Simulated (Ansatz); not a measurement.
# Work function of Pt(111): what the settings cost and change, part 2 of 2

Aim: the numerical settings behind the work function of Pt(111), with the cost of each.

Ansatz 0.2.0; plane-wave DFT, PBE, Ansatz PAW.

So far. Step 5 (Run): The work function is 5.663 eV, +0.000 eV from the run “cutoff 420 eV”, at 1.6 times its CPU time. Step 6 (Slab): The work function is 5.358 eV, -0.305 eV from the run “cutoff 420 eV”, at 0.10 times its CPU time.

**7. Run**

Input file input.yaml:

```yaml
crystal:
  lattice:
    - [2.7718585823, 0.0, 0.0]
    - [1.3859292911, 2.4004999479, 0.0]
    - [0.0, 0.0, 31.5792783313]
  atoms:
    - { symbol: Pt, position: [0.0, 0.0, 0.2849970131] }
    - { symbol: Pt, position: [0.3333333333, 0.3333333333, 0.3566646754] }
    - { symbol: Pt, position: [0.6666666667, 0.6666666667, 0.4283323377] }
    - { symbol: Pt, position: [0.0, 0.0, 0.5] }
    - { symbol: Pt, position: [0.3333333333, 0.3333333333, 0.5716676623] }
    - { symbol: Pt, position: [0.6666666667, 0.6666666667, 0.6433353246] }
    - { symbol: Pt, position: [0.0, 0.0, 0.7150029869] }
kpoints:
  mp_grid: { grid: [6, 6, 1] }
hamiltonian:
  xc: pbe
scf:
  occupations: { method: fermi_dirac, width: 0.1 }
  convergence: { dr2_threshold: 1.0e-09 }
efield:
  axis: 3
  dipole_correction: true
  ramp_position: 0.97
  ramp_width: 0.06
output:
  write_potential: true
  write_density: true
  volumetric_format: npy
```

Command:

```
> ansatz run input.yaml --threads 2 --pin off --max-ram 3072MiB --backend cpu --events-out ev --progress --plain --runs-dir out
```

Numbers of over 12 decimals in the logs are rounded to 6 here.

The log of the run:

```text
[...]
Crystal: 7 atoms, lattice volume = 210.124 Å³
Basis set: ecut = 420 eV, 4137 PW (Γ)
Bands: 76, of which v1, the nominal top of the filled ones, is band 63 counted from 1 (62 counted from 0)
Symmetry: 6 space group operations
k-points: 7 of 36 (time reversal used)
[...]
k-point 0: bands = [... 59 lower, 7.4647, 7.4647, 7.8235, 7.8235, 8.3349, 8.3349, 8.7793, 8.7793, ... 9 higher]
  k-point 1: bands = [... 59 lower, 7.2514, 7.4585, 7.5724, 7.8718, 8.0540, 8.3514, 8.8050, 8.9367, ... 9 higher]
  k-point 2: bands = [... 59 lower, 8.1110, 8.3177, 8.3867, 8.5481, 8.6097, 8.8806, 8.9767, 9.1134, ... 9 higher]
  k-point 6: bands = [... 59 lower, 8.4980, 8.7223, 8.7227, 8.7227, 13.5005, 13.5005, 13.5127, 14.1244, ... 9 higher]
[key lines of the parts left out:]
SCF converged after 13 iterations
Free energy (F): -87660.292416 eV
Fermi energy:    8.938462 eV
Dipole field:    D = 0.000000 V/Å  (p = 0.000000 e·Å, saw-weighted, corrected)
Work function:   Φ+ = 5.5988 eV   Φ− = 5.5989 eV
```

The job ended after 19 s (2 threads of Arm Neoverse N1, shared host; peak memory 0.48 GiB; 30 s of CPU time).

The work function is 5.599 eV, -0.064 eV from the run “cutoff 420 eV”, at 0.21 times its CPU time.

**8. Slab**

input.yaml, as its differences from that of step 7:

```diff
@@ -14,3 +14,3 @@
 kpoints:
-  mp_grid: { grid: [6, 6, 1] }
+  mp_grid: { grid: [11, 11, 1] }
 hamiltonian:
```

The log of the run:

```text
[...]
Crystal: 7 atoms, lattice volume = 210.124 Å³
Basis set: ecut = 420 eV, 4137 PW (Γ)
Bands: 76, of which v1, the nominal top of the filled ones, is band 63 counted from 1 (62 counted from 0)
Symmetry: 6 space group operations
k-points: 16 of 121 (time reversal used)
[...]
k-point 0: bands = [... 59 lower, 7.4514, 7.4514, 7.8010, 7.8010, 8.2983, 8.2983, 8.7419, 8.7419, ... 9 higher]
  k-point 1: bands = [... 59 lower, 7.4837, 7.5046, 7.7249, 7.8200, 7.8868, 8.3079, 8.3406, 8.7538, ... 9 higher]
  k-point 2: bands = [... 59 lower, 7.2359, 7.4554, 7.5669, 7.8616, 8.1238, 8.3196, 8.7773, 9.0001, ... 9 higher]
  k-point 15: bands = [... 59 lower, 8.6303, 8.7042, 8.8085, 8.8773, 13.0693, 13.0735, 13.5597, 13.6995, ... 9 higher]
[key lines of the parts left out:]
SCF converged after 12 iterations
Free energy (F): -87660.022782 eV
Fermi energy:    8.920711 eV
Dipole field:    D = 0.000002 V/Å  (p = 0.000002 e·Å, saw-weighted, corrected)
Work function:   Φ+ = 5.6378 eV   Φ− = 5.6379 eV
```

Wall time 45 s (2 threads); peak memory 0.58 GiB.

The work function is 5.638 eV, -0.025 eV from the run “cutoff 420 eV”, at 0.53 times its CPU time.

**9. Slab**

input.yaml, as its differences from that of step 8:

```diff
@@ -14,3 +14,3 @@
 kpoints:
-  mp_grid: { grid: [11, 11, 1] }
+  mp_grid: { grid: [26, 26, 1] }
 hamiltonian:
```

The log of the run:

```text
[...]
Crystal: 7 atoms, lattice volume = 210.124 Å³
Basis set: ecut = 420 eV, 4137 PW (Γ)
Bands: 76, of which v1, the nominal top of the filled ones, is band 63 counted from 1 (62 counted from 0)
Symmetry: 6 space group operations
k-points: 70 of 676 (time reversal used)
[...]
k-point 0: bands = [... 59 lower, 7.4393, 7.4393, 7.7880, 7.7880, 8.2830, 8.2830, 8.7277, 8.7277, ... 9 higher]
  k-point 1: bands = [... 59 lower, 7.4484, 7.4631, 7.7921, 7.8451, 8.2850, 8.2882, 8.4005, 8.6700, ... 9 higher]
  k-point 2: bands = [... 59 lower, 7.4801, 7.4941, 7.7995, 7.8023, 7.9613, 8.2661, 8.2904, 8.7367, ... 9 higher]
  k-point 69: bands = [... 59 lower, 8.5514, 8.6582, 8.7253, 8.7688, 13.2867, 13.2911, 13.8532, 13.8858, ... 9 higher]
[key lines of the parts left out:]
SCF converged after 10 iterations
Free energy (F): -87660.027777 eV
Fermi energy:    8.916120 eV
Dipole field:    D = -0.000004 V/Å  (p = -0.000005 e·Å, saw-weighted, corrected)
Work function:   Φ+ = 5.6613 eV   Φ− = 5.6612 eV
```

The job ended after 2.8 min (2 threads; peak memory 1.2 GiB; 5 min of CPU time).

The work function is 5.661 eV, -0.002 eV from the run “cutoff 420 eV”, at 2.1 times its CPU time.

**10. Slab**

input.yaml, as its differences from that of step 9:

```diff
@@ -14,3 +14,3 @@
 kpoints:
-  mp_grid: { grid: [26, 26, 1] }
+  mp_grid: { grid: [17, 17, 1] }
 hamiltonian:
@@ -18,3 +18,3 @@
 scf:
-  occupations: { method: fermi_dirac, width: 0.1 }
+  occupations: { method: gaussian, width: 0.05 }
   convergence: { dr2_threshold: 1.0e-09 }
```

The log of the run:

```text
[...]
Crystal: 7 atoms, lattice volume = 210.124 Å³
Basis set: ecut = 420 eV, 4137 PW (Γ)
Bands: 76, of which v1, the nominal top of the filled ones, is band 63 counted from 1 (62 counted from 0)
Symmetry: 6 space group operations
k-points: 33 of 289 (time reversal used)
[...]
k-point 0: bands = [... 59 lower, 7.4474, 7.4474, 7.7948, 7.7948, 8.2933, 8.2933, 8.7408, 8.7408, ... 9 higher]
  k-point 1: bands = [... 59 lower, 7.4711, 7.4957, 7.8033, 7.8786, 8.1276, 8.2735, 8.2977, 8.7460, ... 9 higher]
  k-point 2: bands = [... 59 lower, 7.3502, 7.5139, 7.5526, 7.8221, 7.8693, 8.3072, 8.5226, 8.7591, ... 9 higher]
  k-point 32: bands = [... 59 lower, 8.5935, 8.6595, 8.7489, 8.8071, 13.1964, 13.1966, 13.7446, 13.8465, ... 9 higher]
[key lines of the parts left out:]
SCF converged after 12 iterations
Free energy (F): -87659.830968 eV
Fermi energy:    8.899391 eV
Dipole field:    D = -0.000001 V/Å  (p = -0.000001 e·Å, saw-weighted, corrected)
Work function:   Φ+ = 5.6721 eV   Φ− = 5.6720 eV
```

The job ended after 83 s (2 threads; peak memory 0.8 GiB).

The work function is 5.672 eV, +0.009 eV from the run “cutoff 420 eV”, at 1.0 times its CPU time.

**11. Run**

input.yaml, as its differences from that of step 10:

```diff
@@ -18,3 +18,3 @@
 scf:
-  occupations: { method: gaussian, width: 0.05 }
+  occupations: { method: methfessel_paxton, width: 0.2 }
   convergence: { dr2_threshold: 1.0e-09 }
```

The log of the run:

```text
[...]
Crystal: 7 atoms, lattice volume = 210.124 Å³
Basis set: ecut = 420 eV, 4137 PW (Γ)
Bands: 76, of which v1, the nominal top of the filled ones, is band 63 counted from 1 (62 counted from 0)
Symmetry: 6 space group operations
k-points: 33 of 289 (time reversal used)
[...]
k-point 0: bands = [... 59 lower, 7.4413, 7.4413, 7.7912, 7.7912, 8.2902, 8.2902, 8.7367, 8.7367, ... 9 higher]
  k-point 1: bands = [... 59 lower, 7.4652, 7.4905, 7.7998, 7.8761, 8.1249, 8.2702, 8.2946, 8.7419, ... 9 higher]
  k-point 2: bands = [... 59 lower, 7.3477, 7.5081, 7.5501, 7.8187, 7.8650, 8.3040, 8.5193, 8.7548, ... 9 higher]
  k-point 32: bands = [... 59 lower, 8.5906, 8.6530, 8.7450, 8.8017, 13.1903, 13.1906, 13.7393, 13.8407, ... 9 higher]
[key lines of the parts left out:]
SCF converged after 13 iterations
Free energy (F): -87659.828283 eV
Fermi energy:    8.900737 eV
Dipole field:    D = 0.000001 V/Å  (p = 0.000001 e·Å, saw-weighted, corrected)
Work function:   Φ+ = 5.6760 eV   Φ− = 5.6760 eV
```

The job ended after 87 s (2 threads; peak memory 0.8 GiB; 2.5 min of CPU time).

The work function is 5.676 eV, +0.013 eV from the run “cutoff 420 eV”, at 1.1 times its CPU time.

**12. Slab**

input.yaml, as its differences from that of step 11:

```diff
@@ -18,3 +18,3 @@
 scf:
-  occupations: { method: methfessel_paxton, width: 0.2 }
+  occupations: { method: fermi_dirac, width: 0.3 }
   convergence: { dr2_threshold: 1.0e-09 }
```

The log of the run:

```text
band count auto-derived: 83 (N_el = 126.0; filled up to band 63; 76 by the electrons, moments and atoms)
[...]
Crystal: 7 atoms, lattice volume = 210.124 Å³
Basis set: ecut = 420 eV, 4137 PW (Γ)
Bands: 83, of which v1, the nominal top of the filled ones, is band 63 counted from 1 (62 counted from 0)
Symmetry: 6 space group operations
[...]
k-point 0: bands = [... 59 lower, 7.4298, 7.4298, 7.7748, 7.7748, 8.2657, 8.2657, 8.7062, 8.7062, ... 16 higher]
  k-point 1: bands = [... 59 lower, 7.4567, 7.4766, 7.7846, 7.8446, 8.0927, 8.2540, 8.2706, 8.7121, ... 16 higher]
  k-point 2: bands = [... 59 lower, 7.3131, 7.5006, 7.5207, 7.8060, 7.8508, 8.2811, 8.5127, 8.7270, ... 16 higher]
  k-point 32: bands = [... 59 lower, 8.5885, 8.6586, 8.7462, 8.8087, 13.1942, 13.1988, 13.7305, 13.8381, ... 16 higher]
[key lines of the parts left out:]
SCF converged after 10 iterations
Free energy (F): -87661.296123 eV
Fermi energy:    8.995564 eV
Dipole field:    D = 0.000001 V/Å  (p = 0.000001 e·Å, saw-weighted, corrected)
Work function:   Φ+ = 5.5891 eV   Φ− = 5.5892 eV
```

Wall time 96 s (2 threads); peak memory 0.86 GiB.

The work function is 5.589 eV, -0.074 eV from the run “cutoff 420 eV”, at 1.1 times its CPU time.

**13. Slab**

input.yaml, as its differences from that of step 12:

```diff
@@ -18,3 +18,3 @@
 scf:
-  occupations: { method: fermi_dirac, width: 0.3 }
+  occupations: { method: cold, width: 0.1 }
   convergence: { dr2_threshold: 1.0e-09 }
```

The log of the run:

```text
[...]
Crystal: 7 atoms, lattice volume = 210.124 Å³
Basis set: ecut = 420 eV, 4137 PW (Γ)
Bands: 76, of which v1, the nominal top of the filled ones, is band 63 counted from 1 (62 counted from 0)
Symmetry: 6 space group operations
k-points: 33 of 289 (time reversal used)
[...]
k-point 0: bands = [... 59 lower, 7.4455, 7.4455, 7.7937, 7.7937, 8.2928, 8.2928, 8.7400, 8.7400, ... 9 higher]
  k-point 1: bands = [... 59 lower, 7.4693, 7.4942, 7.8022, 7.8785, 8.1272, 8.2723, 8.2973, 8.7451, ... 9 higher]
  k-point 2: bands = [... 59 lower, 7.3502, 7.5122, 7.5523, 7.8210, 7.8677, 8.3067, 8.5211, 8.7581, ... 9 higher]
  k-point 32: bands = [... 59 lower, 8.5922, 8.6573, 8.7479, 8.8050, 13.1944, 13.1950, 13.7436, 13.8449, ... 9 higher]
[key lines of the parts left out:]
SCF converged after 13 iterations
Free energy (F): -87659.820127 eV
Fermi energy:    8.901129 eV
Dipole field:    D = 0.000001 V/Å  (p = 0.000001 e·Å, saw-weighted, corrected)
Work function:   Φ+ = 5.6714 eV   Φ− = 5.6714 eV
```

Wall time 88 s (2 threads); peak memory 0.8 GiB.

The work function is 5.671 eV, +0.008 eV from the run “cutoff 420 eV”, at 1.1 times its CPU time.

**14. The series together**

Times are for 2 threads of Arm Neoverse N1, shared host. The series side by side:

```csv
no.,setting,"work function, upper face (eV)",time,memory (GiB)
1,cutoff 200 eV,6.343,37 s,0.44
2,cutoff 300 eV,5.670,57 s,0.57
3,cutoff 420 eV,5.663,83 s,0.8
4,cutoff 600 eV,5.663,2.1 min,1.2
5,mesh 3x3,5.358,11 s,0.44
6,mesh 6x6,5.599,19 s,0.48
7,mesh 11x11,5.638,45 s,0.58
8,mesh 26x26,5.661,2.8 min,1.2
9,Gaussian smearing 0.05 eV,5.672,83 s,0.8
10,methfessel_paxton smearing 0.2 eV,5.676,87 s,0.8
11,fermi_dirac smearing 0.3 eV,5.589,96 s,0.86
12,cold smearing 0.1 eV,5.671,88 s,0.8
```

**15. A changed input**

An input spoilt on purpose, to show how the run answers: it repeats the earlier run “cutoff 200 eV” with efield.ramp_width from 0.06 to 0.9, and scf.max_iter set to 60; its output block differs too.

input.yaml, as its differences from that of step 13:

```diff
@@ -18,4 +18,5 @@
 scf:
-  occupations: { method: cold, width: 0.1 }
+  occupations: { method: fermi_dirac, width: 0.1 }
   convergence: { dr2_threshold: 1.0e-09 }
+  max_iter: 60
 efield:
@@ -24,3 +25,5 @@
   ramp_position: 0.97
-  ramp_width: 0.06
+  ramp_width: 0.9
+basis:
+  ecutwfc: "200 eV"
 output:
```

The log of the run:

```text
Warning: basis.ecutwfc = 200 eV is below the records' recommended 420 eV, and the density's cutoff is lower with it unless basis.ecutrho_ratio is high enough to keep the records' density cutoff: compare with a run at a higher cutoff
Warning: basis.ecutrho_ratio 4 (ecutrho = 800 eV, dense FFT grid 15×15×150): the grid does not resolve the core-correction charge of Pt (measure 0.09 e/Å^2.5); warned from 0.08. The energy and each atom's force then go with where the atoms sit on the grid: [figures from the program's tests cut] If this deck is also warned that a cutoff or its ratio is below what is recommended, mend that before anything below. First try basis.xc_grid, which is 1 on this run (the dense grid itself), where it is not refused (2, then 3). Above 1 the core-correction charge is laid on the exchange–correlation grid, and this warning is never given, whether or not the level is enough: [rest of the remark cut]
Engine: ansatz 0.2.0, aarch64-unknown-linux-gnu
Pseudopotentials: kind: paw
Pseudopotential: Pt, paw, valence charge 18, recommended cutoff 420 eV (normal), Pt.paw.azcp
Functional definition: PBE
  parameter kappa = 0.804
  parameter beta = 0.066725
  exchange = pbe_x(kappa = kappa, mu = beta*pi^2/3)
  correlation = pbe_c(beta = beta)
Crystal: 7 atoms, lattice volume = 210.124 Å³
Basis set: ecut = 200 eV, 1375 PW (Γ)
Bands: 76, of which v1, the nominal top of the filled ones, is band 63 counted from 1 (62 counted from 0)
Symmetry: 6 space group operations
k-points: 33 of 289 (time reversal used)
Non-local potential: Pt, projectors of the file, l = 0: 3, l = 1: 2, l = 2: 2, l = 3: 1
PAW form: soft (Blöchl's): semilocal exchange-correlation on the pseudo side does not see the compensation charge
PAW one-centre angular grid: Pt, 590 points (default); XC on 64 Gauss nodes
Initial density: superposition of atomic densities (neutral atoms: chi_scale 0, normalization atom), corrected by the library's trained network
Initial wavefunctions: pseudopotential atomic-orbital guess
Functional: x = pbe(κ = 0.804, μ = 0.219515), c = pbe(β = 0.066725)
Error: efield: ion 0 (Pt) at fractional coordinate 0.2850 along the field axis lies inside the sawtooth ramp with 2 of the planes that the density is read on at each end, [0.9567, 0.8833] — the ramp must sit in vacuum (an ion there feels the fictitious reversed slope); set or move the ramp (efield.ramp_position / ramp_width) or move the geometry
```

Elapsed: 0.34 s, on 2 threads; peak memory 0.24 GiB.

The input was rejected at the start.

The program's message: “Error: efield: ion 0 (Pt) at fractional coordinate 0.2850 along the field axis lies inside the sawtooth ramp with 2 of the planes that the density is read on at each end, [0.9567, 0.8833] — the ramp m …”

The fault put into the input: a ramp so wide that it reaches the atoms.

**16. Summary of results**

| Item | Value |
| --- | --- |
| work function, cutoff 200 eV | 6.343 eV |
| work function, cutoff 420 eV | 5.663 eV |
| work function, cutoff 600 eV | 5.663 eV |
| work function, mesh 3x3 | 5.358 eV |

In words: The run at the highest cutoff gives 5.66 eV, and the settings tried spread the value from 5.36 to 6.34 eV. Against 600 eV, a cutoff of 200 eV is off by +0.679 eV. Against 600 eV, a cutoff of 420 eV is off by -0.000 eV. Against the finest mesh, 26 points along a, the coarser ones are off by -0.30 (3), -0.06 (6) and -0.02 (11) eV. The smearing schemes and widths spread it over 0.09 eV. The program marks the value as in doubt in “cutoff 200 eV”. The ladder's slabs use the tabulated experimental lattice constant (two decimals; a low-temperature value for the alkali metals). In 1 run of the series (cutoff 200 eV) the program warns that electrons reach the sawtooth's ramp, which makes dipole and work function less sure.

Comparison with the measured values:

| quantity | measured | cutoff 600 eV |
| --- | --- | --- |
| work function (clean (111) face, a compiled value) (eV) | 5.91 | 5.66 (-0.25 eV) |

Measured values from arxiv:1902.07811 (2019).

Verdict: The work function is off by -0.25 eV: fair agreement. The grades are ours: good and fair within 3 and 7 % for the work function. No cell relaxation is part of this session.

[Logs are printed without paths, hosts, clocks, repeated set-up lines and the standing remarks that a program may print on its own settings, such as how far it seeks lower states.]

[Hosts, paths, dates, database ids (printed as entryN), source tags and the programs' standing remarks are cut or masked in the printed files.]

[Maps of the electrostatic potential energy from Ansatz leave out the sawtooth potential of an applied field or a dipole correction, so their vacuum need not be flat; planar profiles and work functions include it.]
